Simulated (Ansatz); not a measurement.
# Mo2NO2 monolayer: relaxing the cell for a phonon run, part 2 of 2

Wanted: the relaxed cell of Mo2NO2 monolayer.

Ansatz 0.2.0; DFT PBEsol, scalar-relativistic, plane waves, PAW; PAW set soft_1.

So far. Step 2 (Probe on a coarse mesh): The coarse mesh shows no gap.

## (5) Tight relaxation

Phonons need a cell at rest on their own settings, so the relaxation is repeated with tight tolerances on forces and stress, using the mesh and the filling of the phonon run that follows.

File input.yaml:

```yaml
crystal:
  lattice:
    - [3.1270003189, 0.0, 0.0]
    - [-1.5635001594, 2.7080617138, 0.0]
    - [0.0, 0.0, 32.6]
  atoms:
    - { symbol: "N", position: [0.0, 0.0, 0.3067484663] }
    - { symbol: Mo, position: [0.3333333333, 0.6666666667, 0.3385336439] }
    - { symbol: Mo, position: [0.6666666667, 0.3333333333, 0.2749632886] }
    - { symbol: O, position: [0.6666666667, 0.3333333333, 0.3700578891] }
    - { symbol: O, position: [0.3333333333, 0.6666666667, 0.2434390434] }
  periodic: [true, true, false]
kpoints:
  mp_grid: { grid: [18, 18, 1] }
hamiltonian:
  xc: pbesol
  pseudopotentials: { kind: paw, azcp: { folder: soft_1 }, xc_functional: pbe }
scf:
  occupations: { method: methfessel_paxton, width: 0.2 }
output:
  forces: true
  stress: true
  eigenvalues: true
  write_density: true
  write_potential: true
  elf: true
  volumetric_format: npy
relax:
  adjacent_minimum: "off"
  f_tol: 0.001
  max_steps: 60
  cell: { stress_2d_tol: 0.002 }
```

The run is started by

```sh
> ansatz run input.yaml --threads 8 --pin off --max-ram 16384MiB --backend cpu --events-out ev --progress --plain --runs-dir out
```

Numbers of over 12 decimals in the logs are rounded to 6 here.

The log of the run:

```text
[...]
Crystal: 5 atoms, lattice volume = 276.060 Å³
Basis set: ecut = 420 eV, 5353 PW (Γ), exchange–correlation on 48×48×450 points (8 copies of the dense FFT grid, shifted against one another)
Bands: 28, of which v1, the nominal top of the filled ones, is band 23 counted from 1 (22 counted from 0)
Symmetry: 12 space group operations
[...]
k-points: 37 of 324
[...]
cell:  # Å, volume = 276.1660 Å³
    - [3.127598, -2.8872956962168226e-11, 0]
    - [-1.563799, 2.708580, 0]
    - [0, 0, 32.6]
  atoms:
    - { symbol: N, position: [0, 0, 0.306748] }
    - { symbol: Mo, position: [0.333333, 0.666667, 0.338522] }
    - { symbol: Mo, position: [0.666667, 0.333333, 0.274975] }
    - { symbol: O, position: [0.666667, 0.333333, 0.370028] }
    - { symbol: O, position: [0.333333, 0.666667, 0.243469] }
[key lines of the parts left out:]
SCF converged after 8 iterations
Free energy (F): -11295.835196 eV
Fermi energy:    -6.094093 eV
P = ½ c Tr σ = 0.0017 N/m
```

Wall time 16 s (8 threads of Arm Neoverse V2, shared host); peak memory 0.92 GiB.

Little changed from the start: no atom moved by 0.005 Å and no cell edge by 0.1 %.

ELF in the ac plane at fractional y = 0.333, with atoms of Mo and O within 0.2 Å of it. It is the smooth field of the valence electrons, not physical close to the nuclei.

Values, 24 rows by 16 columns, each cell a mean:
```
0.00 0.00 0.00 0.00 0.00 0.00 0.00 0.00 0.00 0.00 0.00 0.00 0.00 0.00 0.00 0.00
0.00 0.00 0.00 0.00 0.00 0.00 0.00 0.00 0.00 0.00 0.00 0.00 0.00 0.00 0.00 0.00
0.00 0.00 0.00 0.00 0.00 0.00 0.00 0.00 0.00 0.00 0.00 0.00 0.00 0.00 0.00 0.00
0.00 0.00 0.00 0.00 0.00 0.00 0.00 0.00 0.00 0.00 0.00 0.00 0.00 0.00 0.00 0.00
0.00 0.00 0.00 0.00 0.00 0.00 0.00 0.00 0.00 0.00 0.00 0.00 0.00 0.00 0.00 0.00
0.00 0.00 0.00 0.00 0.00 0.00 0.00 0.00 0.00 0.00 0.00 0.00 0.00 0.00 0.00 0.00
0.00 0.00 0.00 0.00 0.00 0.00 0.00 0.00 0.00 0.00 0.00 0.00 0.00 0.00 0.00 0.00
0.00 0.00 0.00 0.00 0.00 0.00 0.00 0.00 0.00 0.00 0.00 0.00 0.00 0.00 0.00 0.00
0.00 0.00 0.00 0.00 0.00 0.00 0.00 0.00 0.00 0.00 0.00 0.00 0.00 0.00 0.00 0.00
0.00 0.00 0.00 0.00 0.00 0.00 0.00 0.00 0.00 0.00 0.00 0.00 0.00 0.00 0.00 0.00
0.00 0.00 0.00 0.00 0.00 0.00 0.00 0.00 0.00 0.00 0.00 0.00 0.00 0.00 0.00 0.00
0.00 0.00 0.00 0.00 0.00 0.00 0.00 0.00 0.00 0.00 0.00 0.00 0.00 0.00 0.00 0.00
0.00 0.00 0.00 0.00 0.00 0.00 0.00 0.00 0.00 0.00 0.00 0.00 0.00 0.00 0.00 0.00
0.01 0.00 0.00 0.00 0.00 0.01 0.02 0.04 0.06 0.08 0.09 0.09 0.08 0.07 0.04 0.02
0.26 0.09 0.03 0.03 0.06 0.19 0.40 0.58 0.67 0.71 0.70 0.70 0.71 0.69 0.61 0.47
0.21 0.20 0.24 0.26 0.23 0.21 0.29 0.43 0.53 0.55 0.50 0.49 0.54 0.55 0.47 0.33
0.29 0.35 0.38 0.38 0.35 0.30 0.25 0.24 0.27 0.32 0.35 0.35 0.33 0.29 0.25 0.25
0.19 0.23 0.29 0.29 0.25 0.20 0.25 0.44 0.60 0.65 0.60 0.58 0.64 0.63 0.51 0.30
0.29 0.41 0.46 0.47 0.43 0.34 0.22 0.13 0.09 0.09 0.10 0.11 0.09 0.08 0.09 0.17
0.02 0.03 0.03 0.03 0.03 0.02 0.01 0.01 0.00 0.00 0.00 0.00 0.00 0.00 0.00 0.01
0.00 0.00 0.00 0.00 0.00 0.00 0.00 0.00 0.00 0.00 0.00 0.00 0.00 0.00 0.00 0.00
0.00 0.00 0.00 0.00 0.00 0.00 0.00 0.00 0.00 0.00 0.00 0.00 0.00 0.00 0.00 0.00
0.00 0.00 0.00 0.00 0.00 0.00 0.00 0.00 0.00 0.00 0.00 0.00 0.00 0.00 0.00 0.00
0.00 0.00 0.00 0.00 0.00 0.00 0.00 0.00 0.00 0.00 0.00 0.00 0.00 0.00 0.00 0.00
```
Columns run along a (3.1 Å), rows up along c (32.6 Å). Atoms in or near the plane, at fractional coordinates: Mo at (0.67, 0.27), O at (0.67, 0.37).

Electrostatic potential energy in the ac plane at fractional y = 0.333, with atoms of Mo and O within 0.2 Å of it. With pseudopotentials it is smooth inside the atoms' cores, unlike the true potential.

Ten even steps from '0' (-36 eV) to '9' (0 eV), each cell a mean:
```
9999999999999999
9999999999999999
9999999999999999
9999999999999999
9999999999999999
9999999999999999
9999999999999999
9999999999999999
9999999999999999
9999999999999999
9999999999999999
9999999999999999
9999999999999999
9999999999999999
9999999875555689
6544456644333467
6666666554444556
6788764100000002
9999999888888889
9999999999999999
9999999999999999
9999999999999999
9999999999999999
9999999999999999
```
Columns run along a (3.1 Å; values clipped at the 3rd and 97th percentile), rows up along c (32.6 Å). Atoms in or near the plane, at fractional coordinates: Mo at (0.67, 0.27), O at (0.67, 0.37).

Valence density in the ac plane at fractional y = 0.333, with atoms of Mo and O within 0.2 Å of it. It is the smooth field of the valence electrons, not physical close to the nuclei.

Values in e/Å³, 24 rows by 16 columns, each cell a mean:
```
0.0 0.0 0.0 0.0 0.0 0.0 0.0 0.0 0.0 0.0 0.0 0.0 0.0 0.0 0.0 0.0
0.0 0.0 0.0 0.0 0.0 0.0 0.0 0.0 0.0 0.0 0.0 0.0 0.0 0.0 0.0 0.0
0.0 0.0 0.0 0.0 0.0 0.0 0.0 0.0 0.0 0.0 0.0 0.0 0.0 0.0 0.0 0.0
0.0 0.0 0.0 0.0 0.0 0.0 0.0 0.0 0.0 0.0 0.0 0.0 0.0 0.0 0.0 0.0
0.0 0.0 0.0 0.0 0.0 0.0 0.0 0.0 0.0 0.0 0.0 0.0 0.0 0.0 0.0 0.0
0.0 0.0 0.0 0.0 0.0 0.0 0.0 0.0 0.0 0.0 0.0 0.0 0.0 0.0 0.0 0.0
0.0 0.0 0.0 0.0 0.0 0.0 0.0 0.0 0.0 0.0 0.0 0.0 0.0 0.0 0.0 0.0
0.0 0.0 0.0 0.0 0.0 0.0 0.0 0.0 0.0 0.0 0.0 0.0 0.0 0.0 0.0 0.0
0.0 0.0 0.0 0.0 0.0 0.0 0.0 0.0 0.0 0.0 0.0 0.0 0.0 0.0 0.0 0.0
0.0 0.0 0.0 0.0 0.0 0.0 0.0 0.0 0.0 0.0 0.0 0.0 0.0 0.0 0.0 0.0
0.0 0.0 0.0 0.0 0.0 0.0 0.0 0.0 0.0 0.0 0.0 0.0 0.0 0.0 0.0 0.0
0.0 0.0 0.0 0.0 0.0 0.0 0.0 0.0 0.0 0.0 0.0 0.0 0.0 0.0 0.0 0.0
0.0 0.0 0.0 0.0 0.0 0.0 0.0 0.0 0.0 0.0 0.0 0.0 0.0 0.0 0.0 0.0
0.0 0.0 0.0 0.0 0.0 0.0 0.0 0.0 0.0 0.0 0.0 0.0 0.0 0.0 0.0 0.0
0.1 0.1 0.0 0.0 0.1 0.1 0.2 0.4 0.8 1.5 2.2 2.3 1.8 1.0 0.5 0.2
0.4 0.5 0.6 0.6 0.6 0.5 0.5 0.7 1.2 2.1 2.9 3.0 2.4 1.4 0.8 0.5
0.5 0.6 0.7 0.7 0.6 0.5 0.5 0.5 0.7 1.0 1.2 1.3 1.1 0.8 0.6 0.5
0.5 0.4 0.3 0.3 0.3 0.4 0.7 1.5 3.0 4.5 5.3 5.4 4.9 3.6 2.0 0.9
0.1 0.2 0.2 0.2 0.2 0.2 0.1 0.1 0.1 0.1 0.1 0.1 0.1 0.1 0.1 0.1
0.0 0.0 0.0 0.0 0.0 0.0 0.0 0.0 0.0 0.0 0.0 0.0 0.0 0.0 0.0 0.0
0.0 0.0 0.0 0.0 0.0 0.0 0.0 0.0 0.0 0.0 0.0 0.0 0.0 0.0 0.0 0.0
0.0 0.0 0.0 0.0 0.0 0.0 0.0 0.0 0.0 0.0 0.0 0.0 0.0 0.0 0.0 0.0
0.0 0.0 0.0 0.0 0.0 0.0 0.0 0.0 0.0 0.0 0.0 0.0 0.0 0.0 0.0 0.0
0.0 0.0 0.0 0.0 0.0 0.0 0.0 0.0 0.0 0.0 0.0 0.0 0.0 0.0 0.0 0.0
```
Columns run along a (3.1 Å), rows up along c (32.6 Å). Atoms in or near the plane, at fractional coordinates: Mo at (0.67, 0.27), O at (0.67, 0.37).

The largest force component left is 0.28 meV/Å, within the tolerances set.

## (6) Outcome

```
space group after relaxation (within 0.01 Å) : P-3m1
lattice constant a                           : 3.128 Å
lattice constant b                           : 3.128 Å
area per atom                                : 1.69 Å²
```

What this shows: The largest force component left is 0.28 meV/Å, within the tolerances set. The relaxation keeps the symmetry of its start, so it says nothing on stability against lower symmetry. The runs are without spin polarisation, although the cell has an odd electron count. The PAW files were made for PBE and serve the other functionals too. The starting cell was built on a prototype and not taken from a measurement.

[Logs are printed without paths, hosts, clocks, repeated set-up lines and the standing remarks that a program may print on its own settings, such as how far it seeks lower states.]

[Hosts, paths, dates, database ids (printed as entryN), source tags and the programs' standing remarks are cut or masked in the printed files.]
